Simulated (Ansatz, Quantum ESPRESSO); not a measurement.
# Band edges of 1T-SiSSe, 1 layer under strain, part 2 of 2

How do the band edges of 1T-SiSSe, 1 layer move against the vacuum when the sheet is stretched?

Quantum ESPRESSO 7.5; plane-wave DFT, PBE, GBRV ultrasoft pseudopotentials; geometry by Ansatz 0.2.0 with PAW datasets.

So far: The structure; Geometry from Ansatz.

## (3) Running the series

Under ESM bc1 levels count from the vacuum, or from the mean of the two vacuum levels where the sheet has a dipole, so band edges at unlike strains can be compared.

Level of this step: plane-wave DFT, PBE, GBRV ultrasoft pseudopotentials (Quantum ESPRESSO 7.5).

Contents of run.py:

```python
import json
import numpy as np
from ase import Atoms
from ase.calculators.espresso import Espresso, EspressoProfile

profile = EspressoProfile(command='mpirun -n 2 pw.x -nk 2', pseudo_dir='../pseudo')
pseudopotentials = {'S': 's_pbe_v1.4.uspp.F.UPF', 'Se': 'se_pbe_v1.uspp.F.UPF', 'Si': 'si_pbe_v1.uspp.F.UPF'}
system = {'ecutwfc': 40, 'ecutrho': 200, 'occupations': 'smearing', 'smearing': 'fd', 'degauss': 0.002}


def calculator(name, kpts, **extra):
    data = dict(control=dict(tprnfor=True, verbosity='high', disk_io='none'),
                system=system | extra,
                electrons=dict(conv_thr=1e-09, mixing_beta=0.4, mixing_mode='plain',
                               electron_maxstep=100))
    return Espresso(profile=profile, directory=name, pseudopotentials=pseudopotentials, kpts=kpts, input_data=data)


def centre(atoms):
    z = atoms.positions[:, 2]
    atoms.positions[:, 2] -= (z.max() + z.min()) / 2  # ESM wants the slab about z = 0
    return atoms

sheet = Atoms(
    ['Se', 'Si', 'S'],
    scaled_positions=[
        [0.6666666667, 0.3333333333, 0.4183081092],
        [0.0000000000, 0.0000000000, 0.5043403582],
        [0.3333333333, 0.6666666667, 0.5813338020]],
    cell=[
        [3.405766210040, 0.000000000000, 0.000000000000],
        [-1.702883105020, 2.949480057245, 0.000000000000],
        [0.000000000000, 0.000000000000, 16.923643397600]],
    pbc=True)

rows = []
for strain in [-0.03, -0.015, 0.0, 0.015, 0.03]:
    atoms = sheet.copy()
    atoms.set_cell(sheet.cell.array * [[1 + strain], [1 + strain], [1]], scale_atoms=True)
    atoms = centre(atoms)
    atoms.calc = calculator(f's{strain:+.3f}', (12, 12, 1), assume_isolated='esm', esm_bc='bc1', nbnd=12)
    energy = atoms.get_potential_energy()
    levels = np.array([atoms.calc.get_eigenvalues(kpt=i) for i in range(len(atoms.calc.get_ibz_k_points()))])
    top, bottom = levels[:, 7].max(), levels[:, 8].min()
    direct = (levels[:, 8] - levels[:, 7]).min()
    rows.append([strain, energy, top, bottom, direct])
    print(f'strain {strain:+.3f}: E = {energy:.5f} eV, valence top {top:.3f}, conduction bottom {bottom:.3f}, '
          f'gap {bottom - top:.3f}, least direct gap {direct:.3f} eV')

x, energy, top, bottom, direct = np.array(rows).T
area = np.linalg.norm(np.cross(*sheet.cell[:2]))
stiffness = np.polyfit(x, energy, 2)[0] / area * 16.0218  # C11 + C12, heights clamped
print(f'valence and conduction edges move by {np.polyfit(x, top, 1)[0]:.2f} and {np.polyfit(x, bottom, 1)[0]:.2f} eV per unit biaxial strain')
print(f'C11 + C12 with clamped heights: {stiffness:.1f} N/m')
json.dump(dict(rows=rows, stiffness=stiffness), open('result.json', 'w'))
```

The run is started by

```console
$ OMP_NUM_THREADS=1 python run.py
```

Log:

```text
strain -0.030: E = -1052.83910 eV, valence top -5.462, conduction bottom -4.925, gap 0.537, least direct gap 1.471 eV
strain -0.015: E = -1052.90375 eV, valence top -5.658, conduction bottom -5.045, gap 0.613, least direct gap 1.441 eV
strain +0.000: E = -1052.92440 eV, valence top -5.835, conduction bottom -5.154, gap 0.681, least direct gap 1.412 eV
strain +0.015: E = -1052.90613 eV, valence top -5.994, conduction bottom -5.253, gap 0.741, least direct gap 1.381 eV
strain +0.030: E = -1052.85358 eV, valence top -6.137, conduction bottom -5.343, gap 0.794, least direct gap 1.351 eV
valence and conduction edges move by -11.24 and -6.96 eV per unit biaxial strain
C11 + C12 with clamped heights: 138.4 N/m
```

It took 3.1 min on 2 MPI ranks of Arm Neoverse V2, shared host; peak memory 0.36 GiB.

The input that ASE wrote for the first run, and its log:

```
&CONTROL
   verbosity        = 'high'
   tprnfor          = .true.
   disk_io          = 'none'
   pseudo_dir       = '../pseudo'
/
&SYSTEM
   nbnd             = 12
   ecutwfc          = 40
   ecutrho          = 200
   occupations      = 'smearing'
   degauss          = 0.002
   smearing         = 'fd'
   assume_isolated  = 'esm'
   esm_bc           = 'bc1'
   ntyp             = 3
   nat              = 3
   ibrav            = 0
/
&ELECTRONS
   electron_maxstep = 100
   conv_thr         = 1e-09
   mixing_mode      = 'plain'
   mixing_beta      = 0.4
/
&IONS
/
&CELL
/
&FCP
/
&RISM
/
ATOMIC_SPECIES
Se 78.971 se_pbe_v1.uspp.F.UPF
Si 28.085 si_pbe_v1.uspp.F.UPF
S 32.06 s_pbe_v1.4.uspp.F.UPF

K_POINTS automatic
12 12 1  0 0 0

CELL_PARAMETERS angstrom
3.30359322373880 0.00000000000000 0.00000000000000
-1.65179661186940 2.86099565552765 0.00000000000000
0.00000000000000 0.00000000000000 16.92364339760000

ATOMIC_POSITIONS angstrom
Se 1.6517966120 0.9536652184 -1.3794943448  
Si 0.0000000000 0.0000000000 0.0764847580  
S -0.0000000002 1.9073304371 1.3794943448
```

```text
Program PWSCF v.7.5 starts
[citation notice left out]

     Parallel version (MPI & OpenMP), running on       2 processor cores
     Number of MPI processes:                 2
     Threads/MPI process:                     1

     MPI processes distributed on     1 nodes
[... 1 line left out ...]

Warning: card &CELL ignored
Warning: card &FCP ignored
Warning: card &RISM ignored

     Current dimensions of program PWSCF are:
     Max number of different atomic species (ntypx) = 10
     Max number of k-points (npk) =  40000
     Max angular momentum in pseudopotentials (lmaxx) =  4
     Message from routine setup:
     using ibrav=0 with symmetry is DISCOURAGED, use correct ibrav instead

     K-points division:     npool     =       2
     Subspace diagonalization in iterative solution of the eigenvalue problem:
     a serial algorithm will be used

     G-vector sticks info
     --------------------
     sticks:   dense  smooth     PW     G-vecs:    dense   smooth      PW
     Sum         547     433    127                51425    37065    6137

     Using Slab Decomposition

     bravais-lattice index     =            0
     lattice parameter (alat)  =       6.2429  a.u.
     unit-cell volume          =    1079.4294 (a.u.)^3
     number of atoms/cell      =            3
     number of atomic types    =            3
     number of electrons       =        16.00
     number of Kohn-Sham states=           12
     kinetic-energy cutoff     =      40.0000  Ry
     charge density cutoff     =     200.0000  Ry
     scf convergence threshold =      1.0E-09
     mixing beta               =       0.4000
     number of iterations used =            8  plain     mixing
     Exchange-correlation=  SLA  PW   PBX  PBC
                           (   1   4   3   4   0   0   0)

     Effective Screening Medium Method
     =================================
     Boundary Conditions: Vacuum-Slab-Vacuum
     total charge in unit cell        =   0.0000
     grid points for fit at edges     =        4

[... 10 lines left out ...]
     PseudoPot. # 1 for Se read from file:
     ../pseudo/se_pbe_v1.uspp.F.UPF
     Pseudo is Ultrasoft + core correction, Zval =  6.0
     Generated by new atomic code, or converted to UPF format
     Using radial grid of  877 points,  6 beta functions with:
                l(1) =   0
                l(2) =   0
                l(3) =   1
                l(4) =   1
                l(5) =   2
                l(6) =   2
     Q(r) pseudized with  8 coefficients,  rinner =    1.300   1.300   1.300
                                                       1.300   1.300

     PseudoPot. # 2 for Si read from file:
     ../pseudo/si_pbe_v1.uspp.F.UPF
     Pseudo is Ultrasoft + core correction, Zval =  4.0
     Generated by new atomic code, or converted to UPF format
     Using radial grid of  899 points,  6 beta functions with:
                l(1) =   0
                l(2) =   0
[... 503 lines left out ...]

     negative rho (up, down):  3.524E-04 0.000E+00

[... 1 line left out ...]

     End of self-consistent calculation

          k = 0.0000 0.0000 0.0000 (  4637 PWs)   bands (ev):

   -21.4837 -19.0885 -11.9062  -7.5122  -6.7956  -6.7956  -5.4818  -5.4818
    -2.4204  -1.3489  -0.8629  -0.8629

     occupation numbers
     1.0000   1.0000   1.0000   1.0000   1.0000   1.0000   1.0000   1.0000
     0.0000   0.0000   0.0000   0.0000

[... 108 lines left out ...]

     the Fermi energy is    -5.1818 ev

!    total energy              =     -77.38225341 Ry
     estimated scf accuracy    <          9.9E-10 Ry
     smearing contrib. (-TS)   =      -0.00000015 Ry
     internal energy E=F+TS    =     -77.38225326 Ry

     The total energy is F=E-TS. E is the sum of the following terms:
     one-electron contribution =     284.18249809 Ry
     hartree contribution      =    -140.92287168 Ry
     xc contribution           =     -42.66632800 Ry
     ewald contribution        =    -177.97555167 Ry

     convergence has been achieved in  20 iterations

     negative rho (up, down):  3.524E-04 0.000E+00

     Forces acting on atoms (cartesian axes, Ry/au):

     atom    1 type  1   force =     0.00000000    0.00000000   -0.01496634
     atom    2 type  2   force =     0.00000000    0.00000000    0.00264410
     atom    3 type  3   force =     0.00000000   -0.00000000    0.01220475
     The non-local contrib.  to forces
     atom    1 type  1   force =     0.00000000   -0.00000000    0.23064418
     atom    2 type  2   force =     0.00000000    0.00000000    0.06026598
     atom    3 type  3   force =     0.00000000    0.00000000   -0.22921128
     The ionic contribution  to forces
     atom    1 type  1   force =    -0.00000000    0.00000000  -21.31010575
     atom    2 type  2   force =    -0.00000000   -0.00000000    0.32329061
     atom    3 type  3   force =     0.00000000   -0.00000000   20.98681514
     The local contribution  to forces
     atom    1 type  1   force =    -0.00000000    0.00000000   21.08649953
     atom    2 type  2   force =    -0.00000000    0.00000000   -0.37624947
     atom    3 type  3   force =     0.00000000   -0.00000000  -20.75707982
     The core correction contribution to forces
     atom    1 type  1   force =     0.00000000   -0.00000000   -0.02199274
     atom    2 type  2   force =    -0.00000000    0.00000000   -0.00468477
     atom    3 type  3   force =    -0.00000000    0.00000000    0.01163124
     The Hubbard contrib.    to forces
     atom    1 type  1   force =     0.00000000    0.00000000    0.00000000
     atom    2 type  2   force =     0.00000000    0.00000000    0.00000000
     atom    3 type  3   force =     0.00000000    0.00000000    0.00000000
     The SCF correction term to forces
     atom    1 type  1   force =    -0.00000000    0.00000000   -0.00001156
     atom    2 type  2   force =    -0.00000000   -0.00000000    0.00002175
     atom    3 type  3   force =     0.00000000   -0.00000000    0.00004947

     Total force =     0.019492     Total SCF correction =     0.000055
     Message from routine punch:
     Nothing written, as per user request (disk_io='none')

[... 1 line left out ...]

[... 1 line left out ...]

[... 1 line left out ...]

[... 3 lines left out ...]

[... 1 line left out ...]

[... 2 lines left out ...]

[... 1 line left out ...]

[... 1 line left out ...]

=------------------------------------------------------------------------------=
   JOB DONE.
=------------------------------------------------------------------------------=
```

This step gave:

```
biaxial stiffness : 138.4 N/m
```

Table of band edge from the vacuum level by biaxial strain:

```tsv
biaxial strain (%)	valence top (eV)	conduction bottom (eV)
-3.00	-5.46	-4.92
-1.50	-5.66	-5.04
0.00	-5.83	-5.15
1.50	-5.99	-5.25
3.00	-6.14	-5.34
```

Gap against biaxial strain:

```tsv
biaxial strain (%)	on the mesh (eV)	least direct (eV)
-3.00	0.537	1.47
-1.50	0.613	1.44
0.00	0.681	1.41
1.50	0.741	1.38
3.00	0.794	1.35
```

Table of energy over the lowest by biaxial strain:

```tsv
biaxial strain (%)	energy over the lowest (meV)
-3.00	85.3
-1.50	20.7
0.00	0
1.50	18.3
3.00	70.8
```

## (4) The script: LDA, GBRV ultrasoft

Level of this step: plane-wave DFT, LDA, GBRV ultrasoft pseudopotentials (Quantum ESPRESSO 7.5).

run.py, as its differences from the input of step 3:

```diff
@@ -6,3 +6,3 @@
 profile = EspressoProfile(command='mpirun -n 2 pw.x -nk 2', pseudo_dir='../pseudo')
-pseudopotentials = {'S': 's_pbe_v1.4.uspp.F.UPF', 'Se': 'se_pbe_v1.uspp.F.UPF', 'Si': 'si_pbe_v1.uspp.F.UPF'}
+pseudopotentials = {'S': 's_lda_v1.4.uspp.F.UPF', 'Se': 'se_lda_v1.uspp.F.UPF', 'Si': 'si_lda_v1.uspp.F.UPF'}
 system = {'ecutwfc': 40, 'ecutrho': 200, 'occupations': 'smearing', 'smearing': 'fd', 'degauss': 0.002}
```

The run is started by

```console
$ OMP_NUM_THREADS=1 python run.py
```

Log:

```text
strain -0.030: E = -1047.71970 eV, valence top -5.704, conduction bottom -5.274, gap 0.431, least direct gap 1.358 eV
strain -0.015: E = -1047.72881 eV, valence top -5.896, conduction bottom -5.393, gap 0.504, least direct gap 1.327 eV
strain +0.000: E = -1047.69618 eV, valence top -6.069, conduction bottom -5.500, gap 0.569, least direct gap 1.296 eV
strain +0.015: E = -1047.62687 eV, valence top -6.225, conduction bottom -5.598, gap 0.627, least direct gap 1.265 eV
strain +0.030: E = -1047.52543 eV, valence top -6.365, conduction bottom -5.687, gap 0.678, least direct gap 1.234 eV
valence and conduction edges move by -11.00 and -6.88 eV per unit biaxial strain
C11 + C12 with clamped heights: 130.5 N/m
```

Wall time 3.8 min (2 MPI ranks); peak memory 0.35 GiB.

Numbers from this step:

```
biaxial stiffness : 130.5 N/m
```

Band edge from the vacuum level against biaxial strain:

```tsv
biaxial strain (%)	valence top (eV)	conduction bottom (eV)
-3.00	-5.70	-5.27
-1.50	-5.90	-5.39
0.00	-6.07	-5.50
1.50	-6.23	-5.60
3.00	-6.37	-5.69
```

Gap against biaxial strain:

```tsv
biaxial strain (%)	on the mesh (eV)	least direct (eV)
-3.00	0.431	1.36
-1.50	0.504	1.33
0.00	0.569	1.30
1.50	0.627	1.27
3.00	0.678	1.23
```

The energy over the lowest by biaxial strain:

```tsv
biaxial strain (%)	energy over the lowest (meV)
-3.00	9.12
-1.50	0
0.00	32.6
1.50	102
3.00	203
```

## (5) Running the series, with ecutrho = 20

One more run, with a changed input.

Level of this step: plane-wave DFT, PBE, GBRV ultrasoft pseudopotentials (Quantum ESPRESSO 7.5).

run.py, as its differences from the input of step 3:

```diff
@@ -7,3 +7,3 @@
 pseudopotentials = {'S': 's_pbe_v1.4.uspp.F.UPF', 'Se': 'se_pbe_v1.uspp.F.UPF', 'Si': 'si_pbe_v1.uspp.F.UPF'}
-system = {'ecutwfc': 40, 'ecutrho': 200, 'occupations': 'smearing', 'smearing': 'fd', 'degauss': 0.002}
+system = {'ecutwfc': 40, 'ecutrho': 20, 'occupations': 'smearing', 'smearing': 'fd', 'degauss': 0.002}
 
@@ -14,3 +14,3 @@
                 electrons=dict(conv_thr=1e-09, mixing_beta=0.4, mixing_mode='plain',
-                               electron_maxstep=100))
+                               electron_maxstep=60))
     return Espresso(profile=profile, directory=name, pseudopotentials=pseudopotentials, kpts=kpts, input_data=data)
@@ -36,3 +36,3 @@
 rows = []
-for strain in [-0.03, -0.015, 0.0, 0.015, 0.03]:
+for strain in [-0.03, -0.015, 0.0]:
     atoms = sheet.copy()
```

The run is started by

```console
$ OMP_NUM_THREADS=1 python run.py
```

Log:

```text
subprocess.CalledProcessError: the calculator's command failed
```

Wall time 2 s (2 MPI ranks); peak memory 0.16 GiB.

The input that ASE wrote for the run that failed, and its log:

```
&CONTROL
   verbosity        = 'high'
   tprnfor          = .true.
   disk_io          = 'none'
   pseudo_dir       = '../pseudo'
/
&SYSTEM
   nbnd             = 12
   ecutwfc          = 40
   ecutrho          = 20
   occupations      = 'smearing'
   degauss          = 0.002
   smearing         = 'fd'
   assume_isolated  = 'esm'
   esm_bc           = 'bc1'
   ntyp             = 3
   nat              = 3
   ibrav            = 0
/
&ELECTRONS
   electron_maxstep = 60
   conv_thr         = 1e-09
   mixing_mode      = 'plain'
   mixing_beta      = 0.4
/
&IONS
/
&CELL
/
&FCP
/
&RISM
/
ATOMIC_SPECIES
Se 78.971 se_pbe_v1.uspp.F.UPF
Si 28.085 si_pbe_v1.uspp.F.UPF
S 32.06 s_pbe_v1.4.uspp.F.UPF

K_POINTS automatic
12 12 1  0 0 0

CELL_PARAMETERS angstrom
3.30359322373880 0.00000000000000 0.00000000000000
-1.65179661186940 2.86099565552765 0.00000000000000
0.00000000000000 0.00000000000000 16.92364339760000

ATOMIC_POSITIONS angstrom
Se 1.6517966120 0.9536652184 -1.3794943448  
Si 0.0000000000 0.0000000000 0.0764847580  
S -0.0000000002 1.9073304371 1.3794943448
```

```text
Program PWSCF v.7.5 starts
[citation notice left out]

     Parallel version (MPI & OpenMP), running on       2 processor cores
     Number of MPI processes:                 2
     Threads/MPI process:                     1

     MPI processes distributed on     1 nodes
[... 1 line left out ...]

Warning: card &CELL ignored
Warning: card &FCP ignored
Warning: card &RISM ignored

     Current dimensions of program PWSCF are:
     Max number of different atomic species (ntypx) = 10
     Max number of k-points (npk) =  40000
     Max angular momentum in pseudopotentials (lmaxx) =  4

 %%%%%%%%%%%%%%%%%%%%%%%%%%%%%%%%%%%%%%%%%%%%%%%%%%%%%%%%%%%%%%%%%%%%%%%%%%%%%%
     Error in routine set_cutoff (1):
     ecutrho <= ecutwfc?!?
 %%%%%%%%%%%%%%%%%%%%%%%%%%%%%%%%%%%%%%%%%%%%%%%%%%%%%%%%%%%%%%%%%%%%%%%%%%%%%%

     stopping ...
```

The program refused the input before any cycle.

The fault put into the input: a density cutoff under four times the waves' (ecutrho = 20).

ecutrho can't lie under ecutwfc; four times for norm-conserving files and more for ultrasoft ones is the rule.

## (6) A check by hand

Under equal strain ε in the plane, E = A (C11 + C12) ε². From the points at ±1.5 %: d²E/dε² = (20.66 + 18.28 − 2 × 0.00) meV / 0.015² = 173 eV, and 173/(2 × 10.045 Å²) × 16.02 = 138 N/m.

## (7) Summary of results

| Property | Result |
| --- | --- |
| C11 + C12, heights clamped, PBE, GBRV ultrasoft | 138 N/m |
| gap on the mesh at zero strain, PBE, GBRV ultrasoft | 0.68 eV |
| valence top below the mean of the two vacuum levels at zero strain, PBE, GBRV ultrasoft | 5.83 eV |
| shift of the valence top per unit biaxial strain, PBE, GBRV ultrasoft | -11.2 eV |
| shift of the conduction bottom per unit biaxial strain, PBE, GBRV ultrasoft | -7.0 eV |
| C11 + C12, heights clamped, LDA, GBRV ultrasoft | 131 N/m |
| gap on the mesh at zero strain, LDA, GBRV ultrasoft | 0.57 eV |
| valence top below the mean of the two vacuum levels at zero strain, LDA, GBRV ultrasoft | 6.07 eV |
| shift of the valence top per unit biaxial strain, LDA, GBRV ultrasoft | -11.0 eV |
| shift of the conduction bottom per unit biaxial strain, LDA, GBRV ultrasoft | -6.9 eV |

**Reading.** The sheet's biaxial stiffness comes to 138 N/m and its gap at zero strain to 0.68 eV (PBE, GBRV ultrasoft). From −3 % to +3 % the gap on the mesh goes from 0.54 to 0.79 eV; it is indirect at every strain. Heights are clamped under strain, which makes a sheet with several atomic planes too stiff. Zero strain is the PBE cell; under LDA the energy is lowest near -2.0 %, so its stiffness is taken away from its own minimum. Semilocal gaps are too small. The sheet carries a dipole, so the two faces have unlike vacuum levels and the zero lies between them. Spin-orbit coupling is left out; depending on the atoms that carry the levels of interest, it can split and shift them by tens to hundreds of meV.

[Logs are printed without paths, hosts, clocks, repeated set-up lines and the standing remarks that a program may print on its own settings, such as how far it seeks lower states.]

[Hosts, paths, dates, database ids (printed as entryN), source tags and the programs' standing remarks are cut or masked in the printed files.]

[Maps of the electrostatic potential energy from Ansatz leave out the sawtooth potential of an applied field or a dipole correction, so their vacuum need not be flat; planar profiles and work functions include it.]
